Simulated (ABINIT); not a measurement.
**A GW chain in ABINIT: K2Pt (Fm-3m)**

Aim: the G0W0 gap of K2Pt (Fm-3m) on LDA, step by step.

Program: ABINIT 10.8.3. Level of theory: LDA and many-body steps on it, plane waves. Values are calculated unless marked as measured.

### Step 1. The system as given

Symmetry: Fm-3m, No. 225, cubic system. Conventional cell: a = 7.563 Å, b = 7.563 Å, c = 7.563 Å, α = 90.00°, β = 90.00°, γ = 90.00°. Nearest to K lie 4 Pt at 3.27 Å. Pt has 8 K at 3.27 Å nearest. Farther neighbours, and contacts between anions beyond the nearest, are not listed.

The cell and positions are those that the Materials Project relaxed with its own functionals (PBE, PBE+U or r2SCAN), kept fixed.

### Step 2. Ground state

This step: ABINIT 10.8.3; DFT, LDA, plane waves, norm-conserving pseudopotentials.

The ground-state density comes first.

Input file run.abi:

```
acell 3*1.0 Angstrom
rprim 
  -0.000000000000 3.781463140000 3.781463140000
  3.781463140000 -0.000000000000 3.781463140000
  3.781463140000 3.781463140000 -0.000000000000
ntypat 2
znucl 19 78
natom 3
typat 1 1 2
xred 
  0.750000000000 0.750000000000 0.750000000000
  0.250000000000 0.250000000000 0.250000000000
  0.000000000000 0.000000000000 0.000000000000
pp_dirpath "pseudos"
pseudos "K.upf, Pt.upf"
ecut 34
ngkpt 6 6 6
nshiftk 1
shiftk 0 0 0
kptopt 1
chksymbreak 0
nband 23
occopt 1
tolvrs 1e-10
nstep 60
prtwf 0
optforces 0
optstress 0
indata_prefix "in"
outdata_prefix "out"
tmpdata_prefix "tmp"
```

Command:

```
$ OMP_NUM_THREADS=1 mpirun -n 4 abinit run.abi > log
```

Standard output:

```text
.Version 10.8.3 of ABINIT. v10.8.2 released Aug 2026.

 Symmetries : space group Fm -3 m (#225); Bravais cF (face-center cubic)
================================================================================
 Values of the parameters that define the memory need of the present run
     intxc =       0    ionmov =       0      iscf =       7    lmnmax =       8
     lnmax =       8     mgfft =      54  mpssoang =       4    mqgrid =    3001
     natom =       3  nloc_mem =       1    nspden =       1   nspinor =       1
    nsppol =       1      nsym =      48    n1xccc =    2501    ntypat =       2
    occopt =       1   xclevel =       1
-    mband =          23        mffmem =           1         mkmem =           4
       mpw =        6951          nfft =      157464          nkpt =          16
================================================================================
  Rough estimation (10% accuracy) of disk space for files :
================================================================================

--------------------------------------------------------------------------------
------------- Echo of variables that govern the present computation ------------
--------------------------------------------------------------------------------
 -outvars: echo values of preprocessed input variables --------
            acell      1.8897261259E+00  1.8897261259E+00  1.8897261259E+00 Bohr

      chksymbreak           0
             ecut      3.40000000E+01 Hartree
-          fftalg         312

              ixc       -1012
              kpt      0.00000000E+00  0.00000000E+00  0.00000000E+00
                       1.66666667E-01  0.00000000E+00  0.00000000E+00
                       3.33333333E-01  0.00000000E+00  0.00000000E+00
                       5.00000000E-01  0.00000000E+00  0.00000000E+00
                       1.66666667E-01  1.66666667E-01  0.00000000E+00
                       3.33333333E-01  1.66666667E-01  0.00000000E+00
                       5.00000000E-01  1.66666667E-01  0.00000000E+00
                      -3.33333333E-01  1.66666667E-01  0.00000000E+00
                      -1.66666667E-01  1.66666667E-01  0.00000000E+00
   [... 5 further rows ...]
                      -3.33333333E-01  3.33333333E-01  1.66666667E-01
                      -3.33333333E-01  5.00000000E-01  1.66666667E-01
         kptrlatt        6    0    0      0    6    0      0    0    6
          kptrlen      6.06352241E+01
P           mkmem           4
            natom           3
            nband          23
            ngfft          54      54      54
             nkpt          16
            nstep          60
             nsym          48
           ntypat           2
              occ      2.000000  2.000000  2.000000  2.000000  2.000000  2.000000
                       2.000000  2.000000  2.000000  2.000000  2.000000  2.000000
                       2.000000  2.000000  2.000000  2.000000  2.000000  2.000000
                       0.000000  0.000000  0.000000  0.000000  0.000000
        optforces           0
        optstress           0
            prtwf           0
            rprim     -0.0000000000E+00  3.7814631400E+00  3.7814631400E+00
[...]
spgroup         225

           tolvrs      1.00000000E-10

             xred      7.5000000000E-01  7.5000000000E-01  7.5000000000E-01
[...]
znucl       19.00000   78.00000

================================================================================

 chkinp: Checking input parameters for consistency.

================================================================================
== DATASET  1 ==================================================================
-   mpi_nproc: 4, omp_nthreads: 1 (-1 if OMP is not activated)

--- !DatasetInfo
iteration_state: {dtset: 1, }
dimensions: {natom: 3, nkpt: 16, mband: 23, nsppol: 1, nspinor: 1, nspden: 1, mpw: 6951, }
cutoff_energies: {ecut:  34.0, pawecutdg:  -1.0, }
electrons: {nelect:   3.60000000E+01, charge:   0.00000000E+00, occopt:   1.00000000E+00, tsmear:   1.00000000E-02, }

 Real(R)+Recip(G) space primitive vectors, cartesian coordinates (Bohr,Bohr^-1):
 R(1)=  0.0000000  7.1459297  7.1459297  G(1)= -0.0699699  0.0699699  0.0699699
 R(2)=  7.1459297  0.0000000  7.1459297  G(2)=  0.0699699 -0.0699699  0.0699699
 R(3)=  7.1459297  7.1459297  0.0000000  G(3)=  0.0699699  0.0699699 -0.0699699
 Unit cell volume ucvol=  7.2980395E+02 bohr^3
 Angles (23,13,12)=  6.00000000E+01  6.00000000E+01  6.00000000E+01 degrees

 getcut: wavevector=  0.0000  0.0000  0.0000  ngfft=  54  54  54
         ecut(hartree)=     34.000   => boxcut(ratio)=   2.03641

--- Pseudopotential description ------------------------------------------------
- K Generated using ONCVPSP code by D. R. Hamann
- 19.00000   9.00000  180309                  znucl, zion, pspdat
12 -1012 2 -1 2170                            pspcod,pspxc,lmax,lloc,mmax
     nproj     2     2     2     0
  pspatm : epsatm=    8.21740868
         --- l  ekb(1:nproj) -->
[...]
pspatm: atomic psp has been read  and splines computed

- Pt Generated using ONCVPSP code by D. R. Hamann
- 78.00000  18.00000  180309                  znucl, zion, pspdat
12 -1012 3 -1 1340                            pspcod,pspxc,lmax,lloc,mmax
     nproj     2     2     2     2
  pspatm : epsatm=   26.53268550
         --- l  ekb(1:nproj) -->
[...]
pspatm: atomic psp has been read  and splines computed

   1.54683010E+03                                ecore*ucvol(ha*bohr**3)
--------------------------------------------------------------------------------

_setup2: Arith. and geom. avg. npw (full set) are    6911.097    6911.088

================================================================================

--- !BeginCycle
iteration_state: {dtset: 1, }
solver: {iscf: 7, nstep: 60, nline: 4, wfoptalg: 0, }
tolerances: {tolvrs: 1.00E-10, }

     iter   Etot(hartree)      deltaE(h)  residm     vres2
 ETOT  1  -190.29253294099    -1.903E+02 1.573E-01 9.246E+01
 ETOT  2  -190.50570045331    -2.132E-01 5.338E-02 7.429E+01
 ETOT  3  -190.48995438503     1.575E-02 4.863E-03 1.548E+02
 ETOT  4  -190.50830863241    -1.835E-02 7.205E-03 2.893E+01
 ETOT  5  -190.51184086243    -3.532E-03 3.031E-03 1.428E+00
 ETOT  6  -190.51200005667    -1.592E-04 2.318E-03 1.006E-01
 ETOT  7  -190.51200645042    -6.394E-06 1.043E-03 4.497E-02
 ETOT  8  -190.51201138606    -4.936E-06 6.357E-04 3.530E-04
 ETOT  9  -190.51201143412    -4.806E-08 2.438E-04 1.528E-05
 ETOT 10  -190.51201143542    -1.306E-09 2.410E-04 8.463E-07
 ETOT 11  -190.51201143557    -1.421E-10 1.009E-04 1.062E-08
 ETOT 12  -190.51201143555     1.828E-11 1.031E-04 1.271E-09
 ETOT 13  -190.51201143555    -2.331E-12 7.144E-05 1.795E-12

 At SCF step   13       vres2   =  1.79E-12 < tolvrs=  1.00E-10 =>converged.

--- !ResultsGS
iteration_state: {dtset: 1, }
comment   : Summary of ground state results
lattice_vectors:
- [ -0.0000000,   7.1459297,   7.1459297, ]
- [  7.1459297,  -0.0000000,   7.1459297, ]
- [  7.1459297,   7.1459297,  -0.0000000, ]
lattice_lengths: [  10.10587,   10.10587,   10.10587, ]
lattice_angles: [ 60.000,  60.000,  60.000, ] # degrees, (23, 13, 12)
lattice_volume:   7.2980395E+02
convergence: {deltae: -2.331E-12, res2:  1.795E-12, residm:  7.144E-05, diffor:  0.000E+00, }
etotal    :  -1.90512011E+02
entropy   :   0.00000000E+00
fermie    :   1.01352051E-01
cartesian_stress_tensor: null
pressure_GPa: null
xred      :
- [  7.5000E-01,   7.5000E-01,   7.5000E-01,  K]
- [  2.5000E-01,   2.5000E-01,   2.5000E-01,  K]
- [  0.0000E+00,   0.0000E+00,   0.0000E+00, Pt]
cartesian_forces: null
force_length_stats: {min: null, max: null, mean: null, }

 Integrated electronic density in atomic spheres:
 ------------------------------------------------
 Atom  Sphere_radius  Integrated_density
[...]
2        2.00000          6.91786349
    3        2.00000         14.60774111
================================================================================

 ----iterations are completed or convergence reached----

 Mean square residual over all n,k,spin=   37.909E-08; max=  71.437E-06
 reduced coordinates (array xred) for    3 atoms
       0.750000      0.750000      0.750000
       0.250000      0.250000      0.250000
       0.000000      0.000000      0.000000
 rms dE/dt=  0.0000E+00; max dE/dt=  0.0000E+00; dE/dt below (all hartree)
    1       0.000000      0.000000      0.000000
    2       0.000000      0.000000      0.000000
    3       0.000000      0.000000      0.000000

 cartesian coordinates (angstrom) at end:
    1      5.672195     5.672195     5.672195
    2      1.890732     1.890732     1.890732
    3      0.000000     0.000000     0.000000
 length scales=  1.889726  1.889726  1.889726 bohr
              =  1.000000  1.000000  1.000000 angstroms
 prteigrs : about to open file out_EIG
 Fermi (or HOMO) energy (hartree) =   0.10135   Average Vxc (hartree)=  -0.30315
 Eigenvalues (hartree) for nkpt=  16  k points:
 kpt#   1, nband= 23, wtk=  0.00463, kpt=  0.0000  0.0000  0.0000 (reduced coord)
  -3.40622   -1.71862   -1.71862   -1.71862   -0.97891   -0.97635   -0.38366   -0.38366
  -0.38366   -0.37517   -0.37517   -0.37517    0.01648    0.09398    0.09398    0.09895
   0.09895    0.09895    0.22904    0.22904    0.22904    0.30355    0.31461
 prteigrs : prtvol=0 or 1, do not print more k-points.

--- !EnergyTerms
iteration_state     : {dtset: 1, }
comment             : Components of total free energy in Hartree
kinetic             :  5.802684E+01
hartree             :  5.853019E+01
xc                  : -3.607398E+01
Ewald energy        : -1.023112E+02
psp_core            :  2.119515E+00
local_psp           : -1.872038E+02
non_local_psp       :  1.640040E+01
total_energy        : -1.905120E+02
total_energy_eV     : -5.184096E+03
band_energy         : -2.451406E+01

== END DATASET(S) ==============================================================
================================================================================

 -outvars: echo values of variables after computation  --------
           etotal     -1.9051201144E+02
            nband          23
             nkpt          16
          spgroup         225
 [... the other variables as echoed above ...]

 Calculation completed.
```

Wall time 46 s (4 MPI ranks of Intel Xeon 6975P-C (Granite Rapids), shared host); peak memory 0.47 GiB.

This step gave:

```
total energy               : -5184.0959 eV
gap                        : 1.306 eV
k of the valence top       : 0.5, 0.5, 0
k of the conduction bottom : 0.5, 0, 0
least direct gap           : 1.381 eV
```

The gap is indirect, with the least direct gap 0.07 eV higher.

### Step 3. Bands along the symmetry lines

The cheap functional maps the bands first; the places of the edges decide which points the dearer methods must see.

Input file run.abi:

```
acell 3*1.0 Angstrom
rprim 
  -0.000000000000 3.781463140000 3.781463140000
  3.781463140000 -0.000000000000 3.781463140000
  3.781463140000 3.781463140000 -0.000000000000
ntypat 2
znucl 19 78
natom 3
typat 1 1 2
xred 
  0.750000000000 0.750000000000 0.750000000000
  0.250000000000 0.250000000000 0.250000000000
  0.000000000000 0.000000000000 0.000000000000
pp_dirpath "pseudos"
pseudos "K.upf, Pt.upf"
ecut 34
iscf -2
irdden 1
kptopt 0
nkpt 50
kpt 
  0.00000000 0.00000000 0.00000000
  0.06250000 0.00000000 0.06250000
  0.12500000 0.00000000 0.12500000
  0.18750000 0.00000000 0.18750000
  0.25000000 0.00000000 0.25000000
  0.31250000 0.00000000 0.31250000
  0.37500000 0.00000000 0.37500000
  0.43750000 0.00000000 0.43750000
  0.50000000 0.00000000 0.50000000
  0.51562500 0.03125000 0.51562500
  0.53125000 0.06250000 0.53125000
  0.54687500 0.09375000 0.54687500
  0.56250000 0.12500000 0.56250000
  0.57812500 0.15625000 0.57812500
  0.59375000 0.18750000 0.59375000
  0.60937500 0.21875000 0.60937500
  0.62500000 0.25000000 0.62500000
  0.37500000 0.37500000 0.75000000
  0.32812500 0.32812500 0.65625000
  0.28125000 0.28125000 0.56250000
  0.23437500 0.23437500 0.46875000
  0.18750000 0.18750000 0.37500000
  0.14062500 0.14062500 0.28125000
  0.09375000 0.09375000 0.18750000
  0.04687500 0.04687500 0.09375000
  0.00000000 0.00000000 0.00000000
  0.06250000 0.06250000 0.06250000
  0.12500000 0.12500000 0.12500000
  0.18750000 0.18750000 0.18750000
  0.25000000 0.25000000 0.25000000
  0.31250000 0.31250000 0.31250000
  0.37500000 0.37500000 0.37500000
  0.43750000 0.43750000 0.43750000
  0.50000000 0.50000000 0.50000000
  0.50000000 0.46875000 0.53125000
  0.50000000 0.43750000 0.56250000
  0.50000000 0.40625000 0.59375000
  0.50000000 0.37500000 0.62500000
  0.50000000 0.34375000 0.65625000
  0.50000000 0.31250000 0.68750000
  0.50000000 0.28125000 0.71875000
  0.50000000 0.25000000 0.75000000
  0.50000000 0.21875000 0.71875000
  0.50000000 0.18750000 0.68750000
  0.50000000 0.15625000 0.65625000
  0.50000000 0.12500000 0.62500000
  0.50000000 0.09375000 0.59375000
  0.50000000 0.06250000 0.56250000
  0.50000000 0.03125000 0.53125000
  0.50000000 0.00000000 0.50000000
istwfk *1
nband 25
nbdbuf 2
tolwfr 1e-08
nstep 40
prtwf 0
prtvol 0
indata_prefix "in"
outdata_prefix "out"
tmpdata_prefix "tmp"
```

Standard output:

```text
.Version 10.8.3 of ABINIT. v10.8.2 released Aug 2026.

 Symmetries : space group Fm -3 m (#225); Bravais cF (face-center cubic)
[... echo of the input left out ...]
== DATASET  1 ==================================================================
-   mpi_nproc: 4, omp_nthreads: 1 (-1 if OMP is not activated)

--- !DatasetInfo
iteration_state: {dtset: 1, }
dimensions: {natom: 3, nkpt: 50, mband: 25, nsppol: 1, nspinor: 1, nspden: 1, mpw: 6939, }
cutoff_energies: {ecut:  34.0, pawecutdg:  -1.0, }
electrons: {nelect:   3.60000000E+01, charge:   0.00000000E+00, occopt:   1.00000000E+00, tsmear:   1.00000000E-02, }

 Real(R)+Recip(G) space primitive vectors, cartesian coordinates (Bohr,Bohr^-1):
 R(1)=  0.0000000  7.1459297  7.1459297  G(1)= -0.0699699  0.0699699  0.0699699
 R(2)=  7.1459297  0.0000000  7.1459297  G(2)=  0.0699699 -0.0699699  0.0699699
 R(3)=  7.1459297  7.1459297  0.0000000  G(3)=  0.0699699  0.0699699 -0.0699699
 Unit cell volume ucvol=  7.2980395E+02 bohr^3
 Angles (23,13,12)=  6.00000000E+01  6.00000000E+01  6.00000000E+01 degrees

 getcut: wavevector=  0.0000  0.0000  0.0000  ngfft=  54  54  54
         ecut(hartree)=     34.000   => boxcut(ratio)=   2.03641

--- Pseudopotential description ------------------------------------------------
- K Generated using ONCVPSP code by D. R. Hamann
- 19.00000   9.00000  180309                  znucl, zion, pspdat
12 -1012 2 -1 2170                            pspcod,pspxc,lmax,lloc,mmax
     nproj     2     2     2     0
  pspatm : epsatm=    8.21740868
         --- l  ekb(1:nproj) -->
             0   10.940065    0.829722
             1    4.437415    0.568178
             2   -3.386874   -1.066382
 pspatm: atomic psp has been read  and splines computed

- Pt Generated using ONCVPSP code by D. R. Hamann
- 78.00000  18.00000  180309                  znucl, zion, pspdat
12 -1012 3 -1 1340                            pspcod,pspxc,lmax,lloc,mmax
     nproj     2     2     2     2
  pspatm : epsatm=   26.53268550
         --- l  ekb(1:nproj) -->
[...]
pspatm: atomic psp has been read  and splines computed

--------------------------------------------------------------------------------

================================================================================
 prteigrs : about to open file out_EIG
 Non-SCF case, kpt    1 (  0.00000  0.00000  0.00000), residuals and eigenvalues=
  3.84E-09  2.25E-09  3.52E-09  7.71E-09  9.94E-09  9.99E-09  2.91E-09  3.39E-09
  9.42E-09  4.57E-09  4.28E-09  7.59E-09  9.32E-09  4.43E-09  9.82E-09  3.67E-09
  6.17E-09  9.31E-09  4.42E-09  4.43E-09  8.07E-09  8.03E-09  5.93E-09  7.62E-09
  2.95E-05
 -3.4062E+00 -1.7186E+00 -1.7186E+00 -1.7186E+00 -9.7891E-01 -9.7635E-01
 -3.8366E-01 -3.8366E-01 -3.8366E-01 -3.7517E-01 -3.7517E-01 -3.7517E-01
  1.6478E-02  9.3984E-02  9.3984E-02  9.8946E-02  9.8946E-02  9.8946E-02
[...]
4.2795E-01
 Non-SCF case, kpt    2 (  0.06250  0.00000  0.06250), residuals and eigenvalues=
[...]
4.44E-04
[...]
Non-SCF case, kpt    3 (  0.12500  0.00000  0.12500), residuals and eigenvalues=
[...]
Non-SCF case, kpt   49 (  0.50000  0.03125  0.53125), residuals and eigenvalues=
[...]
Non-SCF case, kpt   50 (  0.50000  0.00000  0.50000), residuals and eigenvalues=
[...]
7.7426E-02  8.8570E-02  8.8625E-02  9.9097E-02  9.9097E-02  1.0135E-01
  1.5654E-01  2.3857E-01  2.5307E-01  2.5307E-01  3.1037E-01  3.1240E-01
[...]
--- !ResultsGS
iteration_state: {dtset: 1, }
comment   : Summary of ground state results
lattice_vectors:
- [ -0.0000000,   7.1459297,   7.1459297, ]
- [  7.1459297,  -0.0000000,   7.1459297, ]
- [  7.1459297,   7.1459297,  -0.0000000, ]
lattice_lengths: [  10.10587,   10.10587,   10.10587, ]
lattice_angles: [ 60.000,  60.000,  60.000, ] # degrees, (23, 13, 12)
lattice_volume:   7.2980395E+02
convergence: {deltae:  0.000E+00, res2:  0.000E+00, residm:  9.994E-09, diffor:  0.000E+00, }
etotal    :  -1.90512011E+02
entropy   :   0.00000000E+00
fermie    :   1.01352051E-01
cartesian_stress_tensor: null
pressure_GPa: null
xred      :
- [  7.5000E-01,   7.5000E-01,   7.5000E-01,  K]
- [  2.5000E-01,   2.5000E-01,   2.5000E-01,  K]
- [  0.0000E+00,   0.0000E+00,   0.0000E+00, Pt]
cartesian_forces: null
force_length_stats: {min: null, max: null, mean: null, }

 Integrated electronic density in atomic spheres:
 ------------------------------------------------
 Atom  Sphere_radius  Integrated_density
[...]
================================================================================

 ----iterations are completed or convergence reached----

 Mean square residual over all n,k,spin=   63.901E-10; max=  99.940E-10
 reduced coordinates (array xred) for    3 atoms
[...]
0.250000      0.250000      0.250000
       0.000000      0.000000      0.000000

 cartesian coordinates (angstrom) at end:
    1      5.672195     5.672195     5.672195
    2      1.890732     1.890732     1.890732
    3      0.000000     0.000000     0.000000
 length scales=  1.889726  1.889726  1.889726 bohr
              =  1.000000  1.000000  1.000000 angstroms
 prteigrs : about to open file out_EIG
 Eigenvalues (hartree) for nkpt=  50  k points:
 kpt#   1, nband= 25, wtk=  1.00000, kpt=  0.0000  0.0000  0.0000 (reduced coord)
[...]
kpt#   2, nband= 25, wtk=  1.00000, kpt=  0.0625  0.0000  0.0625 (reduced coord)
[...]
kpt#   3, nband= 25, wtk=  1.00000, kpt=  0.1250  0.0000  0.1250 (reduced coord)
[...]
kpt#  49, nband= 25, wtk=  1.00000, kpt=  0.5000  0.0313  0.5313 (reduced coord)
[...]
0.35903
 kpt#  50, nband= 25, wtk=  1.00000, kpt=  0.5000  0.0000  0.5000 (reduced coord)
[...]
-0.38495   -0.37427   -0.37427   -0.37309    0.07743    0.08857    0.08862    0.09910
   0.09910    0.10135    0.15654    0.23857    0.25307    0.25307    0.31037    0.31240
   0.35937

== END DATASET(S) ==============================================================
================================================================================

 -outvars: echo values of variables after computation  --------
            nband          25
             nkpt          50
          spgroup         225
 [... the other variables as echoed above ...]

 Calculation completed.
```

It took 69 s on 4 MPI ranks; peak memory 0.48 GiB; 4.6 min of CPU time.

Numbers from this step:

```
gap                        : 1.306 eV
k of the valence top       : 0.5, 0, 0.5
k of the conduction bottom : 0.5, 0.5, 0.5
least direct gap           : 1.381 eV
```

The gap is 1.306 eV, as in the run before at this level.

Electronic bands along the path, in eV, zero at the top of the highest filled band:

```tsv
point	band 15	band 16	band 17	band 18	band 19	band 20	band 21	band 22
Γ	-0.20	-0.07	-0.07	-0.07	3.47	3.47	3.47	5.50
halfway	-0.19	-0.10	-0.06	-0.06	2.24	3.80	3.80	5.07
X	-0.35	-0.06	-0.06	0.00	1.50	3.73	4.13	4.13
halfway	-0.33	-0.09	-0.06	-0.01	1.65	3.36	4.15	4.21
U	-0.27	-0.15	-0.07	-0.05	2.05	2.72	4.18	4.37
jump to K	-0.27	-0.15	-0.07	-0.05	2.05	2.72	4.18	4.37
halfway	-0.16	-0.16	-0.08	-0.08	2.19	3.48	3.93	5.52
Γ	-0.20	-0.07	-0.07	-0.07	3.47	3.47	3.47	5.50
halfway	-0.17	-0.13	-0.07	-0.07	2.27	3.78	3.78	5.80
L	-0.15	-0.15	-0.07	-0.07	1.31	4.12	4.12	6.02
halfway	-0.18	-0.18	-0.11	-0.07	1.78	3.22	3.98	4.95
W	-0.24	-0.24	-0.06	-0.06	2.55	2.55	3.19	5.05
halfway	-0.31	-0.13	-0.06	-0.03	1.80	3.37	3.51	4.65
X	-0.35	-0.06	-0.06	0.00	1.50	3.73	4.13	4.13
```

[end of part 1 of 2]

[Long decimals in the printed logs are rounded to 6 places.]

[Logs are printed without paths, hosts, clocks, repeated set-up lines and the standing remarks that a program may print on its own settings, such as how far it seeks lower states.]

[Paths, hosts, dates, memory and timing lines, banners, echoed tables and standing remarks are left out of the program output; an Ansatz launch command may be rebuilt from the run's recorded settings. Measured values are a selection of at most five: reports struck by readers or far from the other reports are left out. None is set beside runs whose start may be inverted or whose files or cutoffs have a known fault.]

[Runs of the session that timed out or met a known fault of the program may be left out.]

[Hosts, paths, dates, database ids (printed as entryN), source tags and the programs' standing remarks are cut or masked in the printed files.]

[G0W0 gaps are taken among the corrected bands and points alone; a level outside them can change the order at an edge.]

[Where Ansatz stands beside ABINIT at settings called matched, ABINIT's density can come from a denser mesh and the files from another edition; pairs whose starting gaps differed by over 0.03 eV were left out, so agreement reads better than it is.]
